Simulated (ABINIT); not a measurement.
# Rb2NaYF6 (Fm-3m): a self-consistent loop beyond G0W0, cycle by cycle, part 3 of 3

Aim: iterate the self-energy on Rb2NaYF6 (Fm-3m) and follow the gap from cycle to cycle.

ABINIT 10.8.3; PBEsol and many-body steps on it, plane waves. Known limits of the many-body steps: not at the basis limit; no spin-orbit coupling; coarse k mesh.

So far. Step 10 (evGW, cycle 1): Against G0W0 in ABINIT (2×2×2 mesh, 254 bands, screening to 130.6 eV, Godby-Needs plasmon pole), the gap moves by +1.254 eV. Step 13 (evGW, cycle 2): Against the cycle before, the gap moves by +0.087 eV.

## (15) Screening, 2×2×2 mesh, 254 bands, screening to 130.6 eV

This step: RPA screening on PBEsol from quasiparticle energies, plane waves, norm-conserving pseudopotentials.

run.abi reads:

```
acell 3*1.0 Angstrom
rprim 
  -0.000000000000 4.447500000000 4.447500000000
  4.447500000000 -0.000000000000 4.447500000000
  4.447500000000 4.447500000000 -0.000000000000
ntypat 4
znucl 37 11 39 9
natom 10
typat 1 1 2 3 4 4 4 4 4 4
xred 
  0.250000000000 0.250000000000 0.250000000000
  0.750000000000 0.750000000000 0.750000000000
  0.500000000000 0.500000000000 0.500000000000
  0.000000000000 0.000000000000 0.000000000000
  0.756000000000 0.244000000000 0.244000000000
  0.244000000000 0.756000000000 0.244000000000
  0.244000000000 0.756000000000 0.756000000000
  0.756000000000 0.244000000000 0.756000000000
  0.244000000000 0.244000000000 0.756000000000
  0.756000000000 0.756000000000 0.244000000000
pp_dirpath "pseudos"
pseudos "Rb.upf, Na.upf, Y.upf, F.upf"
ecut 38
ngkpt 2 2 2
nshiftk 1
shiftk 0 0 0
kptopt 1
chksymbreak 0
istwfk *1
occopt 1
irdwfk 1
optdriver 3
nband 254
ecuteps 4.8
inclvkb 2
awtr 1
symchi 1
irdqps 1
gwcalctyp 10
nqptdm 2
qptdm 
  0.5000000000 0.0000000000 0.0000000000
  0.5000000000 0.5000000000 0.0000000000
indata_prefix "in"
outdata_prefix "out"
tmpdata_prefix "tmp"
```

mrgscr.stdin reads:

```
2
merged
q0_SCR
out_SCR
1
```

Run with:

```bash
OMP_NUM_THREADS=1 mpirun -n 4 abinit run.abi > log; mrgscr < mrgscr.stdin
```

Numbers of over 12 decimals in the logs are rounded to 6 here.

The log of the run:

```text
.Version 10.8.3 of ABINIT. v10.8.2 released Aug 2026.

 Symmetries : space group Fm -3 m (#225); Bravais cF (face-center cubic)
[... echo of the input left out ...]
== DATASET  1 ==================================================================
-   mpi_nproc: 4, omp_nthreads: 1 (-1 if OMP is not activated)

--- !DatasetInfo
iteration_state: {dtset: 1, }
dimensions: {natom: 10, nkpt: 3, mband: 254, nsppol: 1, nspinor: 1, nspden: 1, mpw: 13323, }
cutoff_energies: {ecut:  38.0, pawecutdg:  -1.0, }
[...]
q-point number  2        q = ( 0.500000, 0.500000, 0.000000) [r.l.u.]
--------------------------------------------------------------------------------
[... chi0 elements left out ...]
  Average fulfillment of the sum rule on Im[epsilon] for q-point    3 :     68.05  [%]

== END DATASET(S) ==============================================================
================================================================================

 -outvars: echo values of variables after computation  --------
           etotal      0.0000000000E+00
            nband         254
             nkpt           3
          spgroup         225
 [... the other variables as echoed above ...]

 Calculation completed.
```

Run time: 45 s. Hardware: 4 MPI ranks of Arm Neoverse V1, shared host; peak memory 2.3 GiB.

This step gave:

- plasma frequency: 25.04 eV
- plane waves in the screening matrix: 609

This screening reads the quasiparticle levels of the cycle before.

## (16) evGW, cycle 3

This step: evGW on PBEsol, plane waves, norm-conserving pseudopotentials.

Changes to run.abi since step 15:

```diff
@@ -31,14 +31,20 @@
 irdwfk 1
-optdriver 3
+optdriver 4
 nband 254
-ecuteps 4.8
-inclvkb 2
-awtr 1
-symchi 1
-irdqps 1
 gwcalctyp 10
-nqptdm 2
-qptdm 
+ecutsigx 38
+symsigma 1
+nkptgw 3
+kptgw 
+  0.0000000000 0.0000000000 0.0000000000
   0.5000000000 0.0000000000 0.0000000000
   0.5000000000 0.5000000000 0.0000000000
+bdgw 
+  17 52
+  17 52
+  17 52
+ecuteps 4.8
+irdscr 1
+ppmodel 1
+irdqps 1
 indata_prefix "in"
```

Run with:

```bash
OMP_NUM_THREADS=1 mpirun -n 4 abinit run.abi > log
```

The log of the run:

```text
.Version 10.8.3 of ABINIT. v10.8.2 released Aug 2026.

 Symmetries : space group Fm -3 m (#225); Bravais cF (face-center cubic)
[... echo of the input left out ...]
== DATASET  1 ==================================================================
-   mpi_nproc: 4, omp_nthreads: 1 (-1 if OMP is not activated)

--- !DatasetInfo
iteration_state: {dtset: 1, }
dimensions: {natom: 10, nkpt: 3, mband: 254, nsppol: 1, nspinor: 1, nspden: 1, mpw: 13323, }
cutoff_energies: {ecut:  38.0, pawecutdg:  -1.0, }
[...]
Convergence of QP corrections
 >>>>> For spin  1 <<<<<
.  kptgw no:  1; Maximum DeltaE = (  -0.005  -0.000) for band index: 35
.  kptgw no:  2; Maximum DeltaE = (   0.002   0.000) for band index: 11
.  kptgw no:  3; Maximum DeltaE = (   0.002   0.000) for band index:  8

== END DATASET(S) ==============================================================
================================================================================

 -outvars: echo values of variables after computation  --------
           etotal      0.0000000000E+00
            nband         254
             nkpt           3
          spgroup         225
 [... the other variables as echoed above ...]

 Calculation completed.
```

Wall time 8 min (4 MPI ranks); peak memory 5 GiB.

Numbers from this step:

* quasiparticle gap on the points computed: 11.17 eV
* gap of the density functional on the mesh: 6.522 eV
* k of the valence top: 0, 0, 0
* k of the conduction bottom: 0, 0, 0
* least direct quasiparticle gap on the computed points: 11.17 eV

Against the cycle before, the gap moves by +0.008 eV.

## (17) Side by side

Times are wall times on 4 MPI ranks of Arm Neoverse V1, shared host, good to a factor of about two. A run's time includes the screening step that it read.

```tsv
run	mesh	bands	screening cutoff (eV)	DFT gap (eV)	gap on the mesh (eV)	direct (eV)	ε∞ used	time
G0W0	2×2×2	254	130.6	6.522	9.824	9.824	2.05	3 min
evGW0, cycle 1	2×2×2	254	130.6	6.522	10.435	10.435	2.05	10 min
evGW0, cycle 2	2×2×2	254	130.6	6.522	10.328	10.328	2.05	10 min
evGW0, cycle 3	2×2×2	254	130.6	6.522	10.326	10.326	2.05	10 min
evGW, cycle 1	2×2×2	254	130.6	6.522	11.078	11.078	1.83	11 min
evGW, cycle 2	2×2×2	254	130.6	6.522	11.165	11.165	1.80	11 min
evGW, cycle 3	2×2×2	254	130.6	6.522	11.173	11.173	1.80	11 min
```

## (18) Outcome

| Property | Result |
| --- | --- |
| G0W0 | 9.824 eV |
| evGW0, cycle 1 | 10.435 eV |
| evGW0, cycle 2 | 10.328 eV |
| evGW0, cycle 3 | 10.326 eV |
| evGW, cycle 1 | 11.078 eV |
| evGW, cycle 2 | 11.165 eV |
| evGW, cycle 3 | 11.173 eV |
| known limits | not at the basis limit; no spin-orbit coupling; coarse k mesh |

**Reading.** Only the bands that the input lists are updated; the others, empty or deep, keep the functional's energies or take a rigid shift. The evGW loop starts from the last levels of evGW0, so its cycles and time come on top of those. evGW0 ends at 10.33 eV, +0.50 eV from G0W0, after 3 cycles that took 24 min beside the first screening; the last moved the gap by 0.002 eV. evGW ends at 11.17 eV, +1.35 eV from G0W0, after 3 cycles that took 32 min beside the first screening; the last moved the gap by 0.008 eV. The first cycle of evGW0 takes the full correction, without the factor Z, so it overshoots the one-shot value. Bands and cutoff are finite, so the gap is not at the basis limit. The miss can reach some tenths of an eV and take either sign; the mesh is an error of its own. In the G0W0 runs levels were corrected at 1 k point alone, so a gap called «on the mesh» is the least over those, and an edge elsewhere would be missed. The 2×2×2 mesh is coarse for this cell, which bears on the long-range parts of exchange and screening. In the updated screening the q = 0 part is built from Kohn-Sham bands under a rigid shift, the other q from the quasiparticle levels. The many-body steps are scalar-relativistic: spin-orbit coupling is not in them.

[Paths, hosts, dates, memory and timing lines, banners, echoed tables and standing remarks are left out of the program output.]

[Logs are printed without paths, hosts, clocks, repeated set-up lines and the standing remarks that a program may print on its own settings, such as how far it seeks lower states.]

[Runs of the session that timed out or met a known fault of the program may be left out.]

[Hosts, paths, dates, database ids (printed as entryN), source tags and the programs' standing remarks are cut or masked in the printed files.]

[G0W0 gaps are taken among the corrected bands and points alone; a level outside them can change the order at an edge.]

[Where Ansatz stands beside ABINIT at settings called matched, ABINIT's density can come from a denser mesh and the files from another edition; pairs whose starting gaps differed by over 0.03 eV were left out, so agreement reads better than it is.]
